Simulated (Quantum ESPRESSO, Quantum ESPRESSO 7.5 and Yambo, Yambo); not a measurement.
# CdF2 (Fm-3m): G0W0 with Yambo, start to end

How does a plane-wave GW calculation on CdF2 (Fm-3m) run from the first input to the gap?

Calculated with Quantum ESPRESSO 7.5 and Yambo 5.3.0; PBE and many-body steps on it, plane waves.

## Step 1: Set-up

Symmetry: Fm-3m, No. 225, cubic system. The conventional cell has a = 5.388 Å, b = 5.388 Å, c = 5.388 Å, α = 90.00°, β = 90.00°, γ = 90.00°. Cd has 8 F at 2.33 Å nearest. Nearest to F lie 4 Cd at 2.33 Å. Farther neighbours and most contacts between anions are not listed.

The cell and positions come from the Crystallography Open Database and are kept as given unless a step says otherwise.

## Step 2: Ground state

This step: Quantum ESPRESSO 7.5; DFT, PBE, plane waves, norm-conserving pseudopotentials.

The ground-state density comes first.

pw.in reads:

```
&control
  calculation = 'scf'
  prefix = 'x'
  outdir = 'o'
  pseudo_dir = 'pseudo'
/
&system
  ibrav = 0
  nat = 3
  ntyp = 2
  ecutwfc = 94.0
  nbnd = 22
  force_symmorphic = .true.
/
&electrons
  conv_thr = 1e-10
  electron_maxstep = 80
  mixing_beta = 0.5
/
ATOMIC_SPECIES
  Cd 112.41 Cd.upf
  F 18.998 F.upf
CELL_PARAMETERS angstrom
  0.0000000000 2.6940000000 2.6940000000
  2.6940000000 0.0000000000 2.6940000000
  2.6940000000 2.6940000000 -0.0000000000
ATOMIC_POSITIONS crystal
  Cd 0.0000000000 0.0000000000 0.0000000000
  F 0.2500000000 0.2500000000 0.2500000000
  F 0.7500000000 0.7500000000 0.7500000000
K_POINTS automatic
  6 6 6 0 0 0
```

The run is started by

```bash
$ OMP_NUM_THREADS=1 mpirun -n 4 pw.x -nk 4 -in pw.in > pw.out
```

Log:

```text
Program PWSCF v.7.5 starts

     This program is part of the open-source Quantum ESPRESSO suite
     for quantum simulation of materials; please cite
         "P. Giannozzi et al., J. Phys.:Condens. Matter 21 395502 (2009);
         "P. Giannozzi et al., J. Phys.:Condens. Matter 29 465901 (2017);
         "P. Giannozzi et al., J. Chem. Phys. 152 154105 (2020);
     in publications or presentations arising from this work. More details at
     Message from routine setup:
     using ibrav=0 with symmetry is DISCOURAGED, use correct ibrav instead

     G-vector sticks info

     bravais-lattice index     =            0
     lattice parameter (alat)  =       7.1997  a.u.
     unit-cell volume          =     263.8878 (a.u.)^3
     number of atoms/cell      =            3
     number of atomic types    =            2
     number of electrons       =        34.00
     number of Kohn-Sham states=           22
     kinetic-energy cutoff     =      94.0000  Ry
     charge density cutoff     =     376.0000  Ry
     scf convergence threshold =      1.0E-10
     mixing beta               =       0.5000
     number of iterations used =            8  plain     mixing
     Exchange-correlation= PBE
                           (   1   4   3   4   0   0   0)

     celldm(1)=   7.199651  celldm(2)=   0.000000  celldm(3)=   0.000000
     celldm(4)=   0.000000  celldm(5)=   0.000000  celldm(6)=   0.000000

     crystal axes: (cart. coord. in units of alat)
               a(1) = (   0.000000   0.707107   0.707107 )
               a(2) = (   0.707107   0.000000   0.707107 )
               a(3) = (   0.707107   0.707107  -0.000000 )

     reciprocal axes: (cart. coord. in units 2 pi/alat)
               b(1) = ( -0.707107  0.707107  0.707107 )
               b(2) = (  0.707107 -0.707107  0.707107 )
               b(3) = (  0.707107  0.707107 -0.707107 )
     Pseudo is Norm-conserving + core correction, Zval = 20.0
     Generated using ONCVPSP code by D. R. Hamann
     Using radial grid of 1368 points,  6 beta functions with:
     Pseudo is Norm-conserving + core correction, Zval =  7.0
     Generated using ONCVPSP code by D. R. Hamann
     Using radial grid of  832 points,  5 beta functions with:
     Cd               20.00   112.41000     Cd( 1.00)
     F                 7.00    18.99800     F ( 1.00)

     48 Sym. Ops., with inversion, found

   Cartesian axes

     site n.     atom                  positions (alat units)
         1        Cd     tau(   1) = (   0.0000000   0.0000000   0.0000000  )
         2        F      tau(   2) = (   0.3535534   0.3535534   0.3535534  )
         3        F      tau(   3) = (   1.0606602   1.0606602   1.0606602  )

     number of k points=    16
                       cart. coord. in units 2pi/alat
        k(    1) = (   0.0000000   0.0000000   0.0000000), wk =   0.0092593
        k(    2) = (   0.1178511   0.1178511  -0.1178511), wk =   0.0740741
        k(    3) = (   0.2357023   0.2357023  -0.2357023), wk =   0.0740741
        k(    4) = (  -0.3535534  -0.3535534   0.3535534), wk =   0.0370370
        k(    5) = (   0.2357023   0.0000000  -0.0000000), wk =   0.0555556
        k(    6) = (   0.3535534   0.1178511  -0.1178511), wk =   0.2222222
        k(    7) = (  -0.2357023  -0.4714045   0.4714045), wk =   0.2222222
        k(    8) = (  -0.1178511  -0.3535534   0.3535534), wk =   0.2222222
        k(    9) = (   0.0000000  -0.2357023   0.2357023), wk =   0.1111111
        k(   10) = (   0.4714045   0.0000000  -0.0000000), wk =   0.0555556
     [... 4 further rows ...]
        k(   15) = (  -0.1178511  -0.3535534   0.5892557), wk =   0.2222222
        k(   16) = (  -0.7071068   0.2357023   0.0000000), wk =   0.1111111

     Dense  grid:    32647 G-vectors     FFT dimensions: (  45,  45,  45)

     Initial potential from superposition of free atoms

     starting charge      33.9997, renormalised to      34.0000
     Starting wfcs are   18 randomized atomic wfcs +    4 random wfcs

     per-process dynamical memory:    28.8 Mb

     Self-consistent Calculation

     iteration #  1     ecut=    94.00 Ry     beta= 0.50

     total energy              =    -449.30280373 Ry
     estimated scf accuracy    <       0.38882180 Ry

     iteration #  2     ecut=    94.00 Ry     beta= 0.50

     total energy              =    -449.41312000 Ry
     estimated scf accuracy    <       0.06893993 Ry

     iteration #  3     ecut=    94.00 Ry     beta= 0.50

     total energy              =    -449.42409432 Ry
     estimated scf accuracy    <       0.00414792 Ry

     iteration #  4     ecut=    94.00 Ry     beta= 0.50

     total energy              =    -449.42450811 Ry
     estimated scf accuracy    <       0.00005846 Ry

     iteration #  5     ecut=    94.00 Ry     beta= 0.50

     total energy              =    -449.42452890 Ry
     estimated scf accuracy    <       0.00001264 Ry

     iteration #  6     ecut=    94.00 Ry     beta= 0.50

     total energy              =    -449.42453058 Ry
     estimated scf accuracy    <       0.00000509 Ry

     iteration #  7     ecut=    94.00 Ry     beta= 0.50

     total energy              =    -449.42453169 Ry
     estimated scf accuracy    <       0.00000017 Ry

     iteration #  8     ecut=    94.00 Ry     beta= 0.50

     total energy              =    -449.42453168 Ry
     estimated scf accuracy    <       0.00000006 Ry

     iteration #  9     ecut=    94.00 Ry     beta= 0.50

     total energy              =    -449.42453169 Ry
     estimated scf accuracy    <          5.5E-10 Ry

     iteration # 10     ecut=    94.00 Ry     beta= 0.50

     End of self-consistent calculation

          k = 0.0000 0.0000 0.0000 (  4015 PWs)   bands (ev):

   -91.9104 -53.0067 -53.0067 -53.0067 -14.2017 -13.1009   0.9376   0.9376
     0.9376   2.1378   2.1378   5.5577   5.5577   5.5577   6.0345   6.0345
     6.0345   9.6539  19.2706  19.2706  19.2706  24.2209

          k = 0.1179 0.1179-0.1179 (  4047 PWs)   bands (ev):

   -91.9104 -53.0074 -53.0068 -53.0068 -14.1150 -13.1773   1.0370   1.0370
     1.2245   2.1111   2.1111   4.8415   5.3760   5.3760   5.7987   6.0552
     6.0552  10.6120  18.1609  19.6675  19.6675  25.7131

          k = 0.2357 0.2357-0.2357 (  4068 PWs)   bands (ev):

   -91.9104 -53.0086 -53.0070 -53.0070 -13.8964 -13.3708   1.2134   1.2134
     1.9187   2.1325   2.1325   3.9953   4.9422   4.9506   4.9506   6.1088
     6.1088  12.4815  16.6515  20.5543  20.5543  25.0343

          k =-0.3536-0.3536 0.3536 (  4092 PWs)   bands (ev):

     [... further k-points ...]

     highest occupied, lowest unoccupied level (ev):     6.5104    9.6539

!    total energy              =    -449.42453169 Ry
     estimated scf accuracy    <          4.0E-11 Ry

     The total energy is the sum of the following terms:
     one-electron contribution =    -231.75051498 Ry
     hartree contribution      =     131.90836419 Ry
     xc contribution           =     -70.73906151 Ry
     ewald contribution        =    -278.84331940 Ry

     convergence has been achieved in  10 iterations

     XML data file, charge density, pseudopotentials, collected wavefunctions

=------------------------------------------------------------------------------=
   JOB DONE.
=------------------------------------------------------------------------------=
```

The job ended after 14 s (4 MPI ranks of Intel Xeon Platinum 8259CL at 2.50GHz (Skylake/Cascade Lake), shared host; peak memory 0.31 GiB).

This step gave:

```
total energy               : -6114.7323 eV
gap                        : 3.143 eV
k of the valence top       : 0.1667, -0.5, -0.3333
k of the conduction bottom : 0, 0, 0
least direct gap           : 3.619 eV
```

The gap is indirect, with the least direct gap 0.48 eV higher.

## Step 3: Bands along the symmetry lines

The cheap functional maps the bands first; the places of the edges decide which points the dearer methods must see.

pw.in reads:

```
&control
  calculation = 'bands'
  prefix = 'x'
  outdir = 'o'
  pseudo_dir = 'pseudo'
/
&system
  ibrav = 0
  nat = 3
  ntyp = 2
  ecutwfc = 94.0
  nbnd = 23
  force_symmorphic = .true.
/
&electrons
  conv_thr = 1e-9
  electron_maxstep = 80
  diago_full_acc = .true.
  diago_thr_init = 5e-6
/
ATOMIC_SPECIES
  Cd 112.41 Cd.upf
  F 18.998 F.upf
CELL_PARAMETERS angstrom
  0.0000000000 2.6940000000 2.6940000000
  2.6940000000 0.0000000000 2.6940000000
  2.6940000000 2.6940000000 -0.0000000000
ATOMIC_POSITIONS crystal
  Cd 0.0000000000 0.0000000000 0.0000000000
  F 0.2500000000 0.2500000000 0.2500000000
  F 0.7500000000 0.7500000000 0.7500000000
K_POINTS crystal
  50
  0.00000000 0.00000000 0.00000000 1
  0.06250000 0.00000000 0.06250000 1
  0.12500000 0.00000000 0.12500000 1
  0.18750000 0.00000000 0.18750000 1
  0.25000000 0.00000000 0.25000000 1
  0.31250000 0.00000000 0.31250000 1
  0.37500000 0.00000000 0.37500000 1
  0.43750000 0.00000000 0.43750000 1
  0.50000000 0.00000000 0.50000000 1
  0.51562500 0.03125000 0.51562500 1
  0.53125000 0.06250000 0.53125000 1
  0.54687500 0.09375000 0.54687500 1
  0.56250000 0.12500000 0.56250000 1
  0.57812500 0.15625000 0.57812500 1
  0.59375000 0.18750000 0.59375000 1
  0.60937500 0.21875000 0.60937500 1
  0.62500000 0.25000000 0.62500000 1
  0.37500000 0.37500000 0.75000000 1
  0.32812500 0.32812500 0.65625000 1
  0.28125000 0.28125000 0.56250000 1
  0.23437500 0.23437500 0.46875000 1
  0.18750000 0.18750000 0.37500000 1
  0.14062500 0.14062500 0.28125000 1
  0.09375000 0.09375000 0.18750000 1
  0.04687500 0.04687500 0.09375000 1
  0.00000000 0.00000000 0.00000000 1
  0.06250000 0.06250000 0.06250000 1
  0.12500000 0.12500000 0.12500000 1
  0.18750000 0.18750000 0.18750000 1
  0.25000000 0.25000000 0.25000000 1
  0.31250000 0.31250000 0.31250000 1
  0.37500000 0.37500000 0.37500000 1
  0.43750000 0.43750000 0.43750000 1
  0.50000000 0.50000000 0.50000000 1
  0.50000000 0.46875000 0.53125000 1
  0.50000000 0.43750000 0.56250000 1
  0.50000000 0.40625000 0.59375000 1
  0.50000000 0.37500000 0.62500000 1
  0.50000000 0.34375000 0.65625000 1
  0.50000000 0.31250000 0.68750000 1
  0.50000000 0.28125000 0.71875000 1
  0.50000000 0.25000000 0.75000000 1
  0.50000000 0.21875000 0.71875000 1
  0.50000000 0.18750000 0.68750000 1
  0.50000000 0.15625000 0.65625000 1
  0.50000000 0.12500000 0.62500000 1
  0.50000000 0.09375000 0.59375000 1
  0.50000000 0.06250000 0.56250000 1
  0.50000000 0.03125000 0.53125000 1
  0.50000000 0.00000000 0.50000000 1
```

Log:

```text
[banner, memory and clock lines left out]
Program PWSCF v.7.5 starts

     Atomic positions and unit cell read from directory:
     o/x.save/

     Message from routine setup:
     using ibrav=0 with symmetry is DISCOURAGED, use correct ibrav instead

     G-vector sticks info

     bravais-lattice index     =            0
     lattice parameter (alat)  =       7.1997  a.u.
     unit-cell volume          =     263.8878 (a.u.)^3
     number of atoms/cell      =            3
     number of atomic types    =            2
     number of electrons       =        34.00
     number of Kohn-Sham states=           23
     kinetic-energy cutoff     =      94.0000  Ry
     charge density cutoff     =     376.0000  Ry
     Exchange-correlation= PBE
                           (   1   4   3   4   0   0   0)

     celldm(1)=   7.199651  celldm(2)=   0.000000  celldm(3)=   0.000000
     celldm(4)=   0.000000  celldm(5)=   0.000000  celldm(6)=   0.000000

     crystal axes: (cart. coord. in units of alat)
               a(1) = (   0.000000   0.707107   0.707107 )
               a(2) = (   0.707107   0.000000   0.707107 )
               a(3) = (   0.707107   0.707107  -0.000000 )

     reciprocal axes: (cart. coord. in units 2 pi/alat)
               b(1) = ( -0.707107  0.707107  0.707107 )
               b(2) = (  0.707107 -0.707107  0.707107 )
               b(3) = (  0.707107  0.707107 -0.707107 )
     Pseudo is Norm-conserving + core correction, Zval = 20.0
     Generated using ONCVPSP code by D. R. Hamann
     Using radial grid of 1368 points,  6 beta functions with:
     Pseudo is Norm-conserving + core correction, Zval =  7.0
     Generated using ONCVPSP code by D. R. Hamann
     Using radial grid of  832 points,  5 beta functions with:
     Cd               20.00   112.41000     Cd( 1.00)
     F                 7.00    18.99800     F ( 1.00)

     48 Sym. Ops., with inversion, found

   Cartesian axes

     site n.     atom                  positions (alat units)
         1        Cd     tau(   1) = (   0.0000000   0.0000000   0.0000000  )
         2        F      tau(   2) = (   0.3535534   0.3535534   0.3535534  )
         3        F      tau(   3) = (   1.0606602   1.0606602   1.0606602  )

     number of k points=    50
                       cart. coord. in units 2pi/alat
        k(    1) = (   0.0000000   0.0000000   0.0000000), wk =   0.0400000
        k(    2) = (   0.0000000   0.0883883   0.0000000), wk =   0.0400000
        k(    3) = (   0.0000000   0.1767767   0.0000000), wk =   0.0400000
[...]
[... 38 further rows ...]
        k(   49) = (   0.0441942   0.7071068   0.0000000), wk =   0.0400000
        k(   50) = (   0.0000000   0.7071068   0.0000000), wk =   0.0400000

     Dense  grid:    32647 G-vectors     FFT dimensions: (  45,  45,  45)

     The potential is recalculated from file :
     o/x.save/charge-density

     Starting wfcs are   18 randomized atomic wfcs +    5 random wfcs

     Band Structure Calculation

     End of band structure calculation

          k = 0.0000 0.0000 0.0000 (  4015 PWs)   bands (ev):

   -91.9103 -53.0066 -53.0066 -53.0066 -14.2018 -13.1009   0.9377   0.9377
     0.9377   2.1379   2.1379   5.5577   5.5577   5.5577   6.0345   6.0345
     6.0345   9.6539  19.2706  19.2706  19.2706  24.2210  26.4704

          k = 0.0000 0.0884 0.0000 (  4035 PWs)   bands (ev):

   -91.9104 -53.0067 -53.0067 -53.0067 -14.1850 -13.1157   0.9593   0.9593
[...]
6.0418   9.8549  19.0074  19.3403  19.3403  24.6052  26.1507

          k = 0.0000 0.1768 0.0000 (  4047 PWs)   bands (ev):

[...]
6.0736  10.3733  18.4219  19.5343  19.5343  24.7507  26.2188

          k =-0.0000 0.2652 0.0000 (  4048 PWs)   bands (ev):

[...]
k = 0.0000 0.4419-0.0000 (  4056 PWs)   bands (ev):

[...]
k =-0.0000 0.5303 0.0000 (  4064 PWs)   bands (ev):

[...]
k = 0.0000 0.6187-0.0000 (  4064 PWs)   bands (ev):

[...]
k = 0.4640 0.4640-0.0000 (  4075 PWs)   bands (ev):

[...]
k = 0.3315 0.3315-0.0000 (  4063 PWs)   bands (ev):

[...]
k = 0.3094 0.7071-0.0000 (  4080 PWs)   bands (ev):

[...]
k = 0.2210 0.7071-0.0000 (  4074 PWs)   bands (ev):

[...]
k = 0.1768 0.7071-0.0000 (  4062 PWs)   bands (ev):

[...]
k = 0.0442 0.7071 0.0000 (  4076 PWs)   bands (ev):

[...]
6.4451  14.5688  16.2770  18.4711  20.7596  20.8886  26.0884

          k = 0.0000 0.7071 0.0000 (  4088 PWs)   bands (ev):

   -91.9104 -53.0092 -53.0077 -53.0077 -13.7328 -13.4694   1.1535   1.8889
     1.8889   2.2524   2.4249   3.4542   3.5900   3.5900   6.0229   6.4411
     6.4411  14.5663  16.2381  18.4942  20.8276  20.8276  26.0277

     XML data file, pseudopotentials, collected wavefunctions
```

The job ended after 10 s (4 MPI ranks; peak memory 0.27 GiB).

This step gave:

| Item | Value |
| --- | --- |
| gap | 3.124 eV |
| k of the valence top | 0.5, 0.25, 0.75 |
| k of the conduction bottom | 0, 0, 0 |
| least direct gap | 3.619 eV |

The gap is 3.124 eV, −0.019 eV from the run before at this level.

Electronic bands along the path, in eV, zero at the top of the highest filled band:

```tsv
point	band 14	band 15	band 16	band 17	band 18	band 19	band 20	band 21
Γ	-0.97	-0.50	-0.50	-0.50	3.12	12.74	12.74	12.74
halfway	-1.83	-0.50	-0.31	-0.31	5.33	10.70	13.59	13.59
X	-2.94	-0.51	-0.09	-0.09	8.04	9.71	11.96	14.30
halfway	-2.67	-0.56	-0.23	-0.12	8.05	10.01	11.76	14.25
U	-2.30	-0.95	-0.35	-0.20	7.99	10.79	11.16	14.50
jump to K	-2.30	-0.95	-0.35	-0.20	7.99	10.79	11.16	14.50
halfway	-1.42	-1.14	-0.44	-0.41	5.62	10.69	13.12	14.00
Γ	-0.97	-0.50	-0.50	-0.50	3.12	12.74	12.74	12.74
halfway	-1.36	-1.12	-0.45	-0.45	4.99	10.84	13.56	13.56
L	-1.83	-1.83	-0.39	-0.39	7.20	9.18	14.53	14.53
halfway	-1.85	-1.49	-0.47	-0.24	7.58	9.86	12.99	13.97
W	-1.52	-1.52	-0.60	0.00	8.10	11.53	11.72	11.72
halfway	-2.48	-0.56	-0.53	-0.04	8.07	10.29	11.71	13.39
X	-2.94	-0.51	-0.09	-0.09	8.04	9.71	11.96	14.30
```

The electronic bands as a text plot (rows in eV, shown from -4.8 to 9.1 only):

```
    8.8 |
    8.3 |            ++++++                              ++++++++
    7.7 |          ++      +                         ++++
    7.1 |         +         ++                  +++++
    6.5 |                     ++               +
    5.9 |       ++                           ++
    5.4 |     ++                +
    4.8 |    +                   ++         +
    4.2 |                          ++      +
    3.6 |  ++                        +   ++
    3.1 |++                           +++
    2.5 |
    1.9 |
    1.3 |
    0.7 |
    0.2 |          *****                                *********
   -0.4 |********************************************************
   -1.0 |****            **     *************              **
   -1.6 |  *****           **********    *******************
   -2.2 |    *****       *****   **         *   ********    *
   -2.7 |       ***********     *            ********   *********
   -3.3 |          *************                     ************
   -3.9 |          ****                          ****          **
   -4.5 |********************************************************
         Γ           X  U|K            Γ         L        W     X
```

(Continued in part 2 of 3.)

[Paths, hosts, dates, memory and timing lines, banners, echoed tables and standing remarks are left out of the program output.]

[Logs are printed without paths, hosts, clocks, repeated set-up lines and the standing remarks that a program may print on its own settings, such as how far it seeks lower states.]

[Runs of the session that timed out or met a known fault of the program may be left out.]

[Hosts, paths, dates, database ids (printed as entryN), source tags and the programs' standing remarks are cut or masked in the printed files.]
